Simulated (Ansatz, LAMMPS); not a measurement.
# Amorphous HfO2 at 7.99 g/cm^3 (78 atoms): geometry optimisation, part 2 of 2

How does amorphous HfO2 at 7.99 g/cm^3 (78 atoms) relax, and what do bonds, charges and levels look like afterwards?

Ansatz 0.2.0; Kohn-Sham DFT, PBE, PAW (set soft_2), plane waves.

The cell: 26 Hf and 52 O. The quench rate of 50 K/ps is many orders above laboratory rates. The starting topology of bonds comes from the classical model. Only the Γ point is sampled in the main run, in a cell whose shortest periodic width is 10 Å. No spin–orbit coupling is included.

So far. Step 4 (Relaxation): The relaxation changed the energy by -37.9 meV/atom, and atoms moved by 0.21 Å r.m.s., 0.51 Å at most. Step 7 (K-mesh 2×2×2): Forces differ from those of the single point at the relaxed geometry by 17 meV/Å r.m.s.; the energy by -1.8 meV/atom and the gap by -0.022 eV. It took 4.5 min and 11 cycles; the reference's time can't be set against it, since the two runs asked for unlike analyses.

## 8. Functional HSE06

HSE06 mixes in a quarter of exact exchange at short range, which counters self-interaction, at a higher cost.

This step: Kohn-Sham DFT, HSE06, PAW (set soft_2), plane waves (Ansatz 0.2.0).

input.yaml reads:

```yaml
crystal:
  lattice:
    - [10.4384, 0.0, 0.0]
    - [0.0, 10.4384, 0.0]
    - [0.0, 0.0, 10.4384]
  atoms:
    [... the 78 atom lines of step 6 ...]
kpoints:
  mp_grid: { grid: [1, 1, 1] }
hamiltonian:
  xc: hse06
scf:
  occupations: { method: fermi_dirac, width: 0.025 }
output:
  forces: true
  stress: true
  populations: true
  dos:
    method: { smearing: { sigma: 0.08 } }
    de: 0.05
    projected: { site_lists: { Hf: [Hf], O: [O] } }
  eigenvalues: true
```

Command:

```sh
ansatz run input.yaml --threads 4 --pin off --max-ram 8192MiB --backend cpu --events-out ev --progress --plain --runs-dir out
```

Elapsed: 8.2 min, on 4 threads of AMD EPYC 7B13 (Zen 3), shared host; peak memory 5 GiB.

The program notes that the exchange threshold is loose for the stress and the SCF threshold is loose for the stress.

Geometry and reference: those of the single point at the relaxed geometry.

Forces differ from those of the single point at the relaxed geometry by 107 meV/Å r.m.s.; the pressure by -4.3 GPa and the gap by +1.5 eV. It took 8.2 min and 24 cycles; the reference's time can't be set against it, since the two runs asked for unlike analyses.

The run gave:

```yaml
free_energy: -438388.0614 eV
free_energy_per_atom: -5620.3598 eV/atom
scf_cycles: 24
pressure: -11.36 GPa
r_m_s_force_component: 0.1072 eV/Å
longest_force: 0.3899 eV/Å
fermi_energy: 11.55 eV
spacing_of_highest_filled_and_lowest_empty_level: 5.469 eV
spilling_of_the_projection: 0.003062
```

Length of the force by element and coordination:

```
element  coordination  atoms  mean length of the force (eV/Å)  spread   least   most
     Hf           all     26                            0.168   0.077  0.0493  0.337
     Hf             5      7                            0.186  0.0805  0.0493  0.278
     Hf             6     14                            0.173  0.0785  0.0663  0.337
     Hf             7      5                            0.130  0.0503   0.056  0.183
      O           all     52                            0.172  0.0696  0.0373  0.390
      O             2      9                            0.234  0.0735   0.138  0.390
      O             3     36                            0.163  0.0574  0.0532  0.290
      O             4      7                            0.141  0.0765  0.0373  0.266
```

Löwdin charges by element and coordination (they lack the spilled electrons, 0.039 e an atom on average):

```
element  coordination  atoms  mean charge (e)  spread   least    most
     Hf           all     26             1.62  0.0363    1.54    1.69
     Hf             5      7             1.64  0.0151    1.63    1.67
     Hf             6     14             1.61  0.0438    1.54    1.69
     Hf             7      5             1.62  0.0143    1.59    1.63
      O           all     52           -0.751  0.0357  -0.827  -0.648
      O             2      9           -0.722  0.0507  -0.827  -0.648
      O             3     36           -0.755  0.0292  -0.807  -0.694
      O             4      7           -0.767  0.0162  -0.795  -0.748
```

States in the cell by windows of 1 eV, zero at the Fermi level; the larger projections on atomic orbitals stand beside the total:

```
from (eV)  to (eV)  total   O p  Hf d
      -14       -8    0.0   0.0   0.0
       -8       -7   32.3  23.2   6.5
       -7       -6   63.1  46.5  13.6
       -6       -5   63.5  50.5  10.0
       -5       -4   68.9  59.5   6.7
       -4       -3   72.6  66.8   3.9
       -3       -2   11.6  11.0   0.4
       -2        2    0.0   0.0   0.0
        2        3    4.2   0.3   2.8
        3        4   42.1   3.5  34.5
        4        5   59.5   6.6  46.1
```

Between -26 and -14 eV lie 468 more states.

About 208 of the 988 electrons lie in deeper levels, below the stored range.

The levels nearest the highest filled one (over half full), pooled over k-points and spins:

```
level less the highest filled one (eV)  occupation
                                -0.254           2
                                -0.232           2
                                -0.158           2
                                -0.146           2
                               -0.0143           2
                                     0           2
                                  5.47           0
                                  5.67           0
                                  5.78           0
                                  5.85           0
                                  5.94           0
                                  6.06           0
```

## 9. Functional r2SCAN (500 eV)

The meta-GGA r2SCAN uses the kinetic energy density as well as the density and its gradient. Besides, the cutoff goes from 420 to 500 eV.

This step: Kohn-Sham DFT, r2SCAN, PAW (set soft_2), plane waves (Ansatz 0.2.0).

Edit input.yaml of step 8 so:

```diff
@@ -10,3 +10,3 @@
 hamiltonian:
-  xc: hse06
+  xc: r2scan
 scf:
```

Elapsed: 56 s, on 4 threads; peak memory 3.8 GiB; 3.5 min of CPU time.

Geometry and reference: those of the single point at the relaxed geometry.

Forces differ from those of the single point at the relaxed geometry by 76 meV/Å r.m.s.; the pressure by -4.4 GPa and the gap by +0.48 eV. It took 56 s and 12 cycles; the reference's time can't be set against it, since the two runs asked for unlike analyses.

## 10. Functional PBEsol

PBEsol restores the gradient expansion of exchange for slowly varying densities and usually gives shorter bonds in solids than PBE.

This step: Kohn-Sham DFT, PBEsol, PAW (set soft_2), plane waves (Ansatz 0.2.0).

Edit input.yaml of step 9 so:

```diff
@@ -10,3 +10,3 @@
 hamiltonian:
-  xc: r2scan
+  xc: pbesol
 scf:
```

Elapsed: 27 s, on 4 threads; peak memory 2 GiB; 98 s of CPU time.

Geometry and reference: those of the single point at the relaxed geometry.

Forces differ from those of the single point at the relaxed geometry by 84 meV/Å r.m.s.; the pressure by -5.1 GPa and the gap by -0.082 eV.

## 11. Cost against change

Differences are against the single point at the relaxed geometry (Kohn-Sham DFT, PBE, PAW (set soft_2), plane waves), whose r.m.s. force component is 0.0106 eV/Å. Energies are set beside the reference only for runs with its functional, potentials and electron count. Times are for 4 threads of AMD EPYC 7B13 (Zen 3), shared host. The reference's time includes grids, which some other runs skip.

```
                       run  Δ force, r.m.s. (meV/Å)  Δ energy (meV/atom)  Δ pressure (GPa)  Δ gap (eV)  cycles     time  host memory (GiB)
                 reference                        -                    -                 -           -      11     30 s                2.0
              k-mesh 2×2×2                     17.4                -1.80            0.0138     -0.0224      11  4.5 min                6.2
          functional HSE06                      107                    -             -4.30        1.53      24  8.2 min                5.0
functional r2SCAN (500 eV)                     75.6                    -             -4.44       0.477      12     56 s                3.8
         functional PBEsol                     84.4                    -             -5.13     -0.0815      12     27 s                2.0
```

## 12. What came out

```json
{
 "energy change in the relaxation": "-37.9 meV/atom",
 "r.m.s. displacement": "0.211 Å",
 "largest displacement": "0.513 Å",
 "free energy per atom": "-5620.3488 eV/atom",
 "pressure": "-7.059 GPa",
 "r.m.s. force component": "0.01056 eV/Å",
 "gap (highest filled to lowest empty level)": "3.943 eV",
 "wall time of the 7 DFT runs": "17 min"
}
```

**Reading.** Relaxation lowers the energy by 37.9 meV/atom and moves atoms by 0.21 Å r.m.s.; the r.m.s. force component goes from 0.56 to 0.011 eV/Å. By the final cutoffs 5 of 156 bonded pairs parted and 3 joined. From the first step to the last the energy fell by 2.956 eV, and the largest move was 0.51 Å (O64). The O-Hf bonds go from 2.172 Å (spread 0.124) to 2.158 Å (spread 0.147), and their number from 156 to 154. Counting bonds as in the table, 54 % of Hf atoms have 6 and 69 % of O atoms have 3 bonded neighbours. The highest filled and lowest empty levels differ by 3.94 eV (at Γ alone); a semilocal functional tends to put such gaps too low. In a disordered cell it changes from sample to sample, and tail or defect levels can set it.

Among the changes of functional, dispersion, potentials or spin, functional HSE06 moves the forces most, by 107 meV/Å r.m.s. The gap changes by +1.53 eV with HSE06.

Caveats: The starting topology of bonds comes from the classical model; in DFT 5 of its 156 bonded pairs passed out of the cutoffs and 3 came within them. The pressure of -7.1 GPa says that the cell would shrink at this level of theory.

[Logs are printed without paths, hosts, clocks, repeated set-up lines and the standing remarks that a program may print on its own settings, such as how far it seeks lower states.]

[Hosts, paths, dates, database ids (printed as entryN), source tags and the programs' standing remarks are cut or masked in the printed files.]
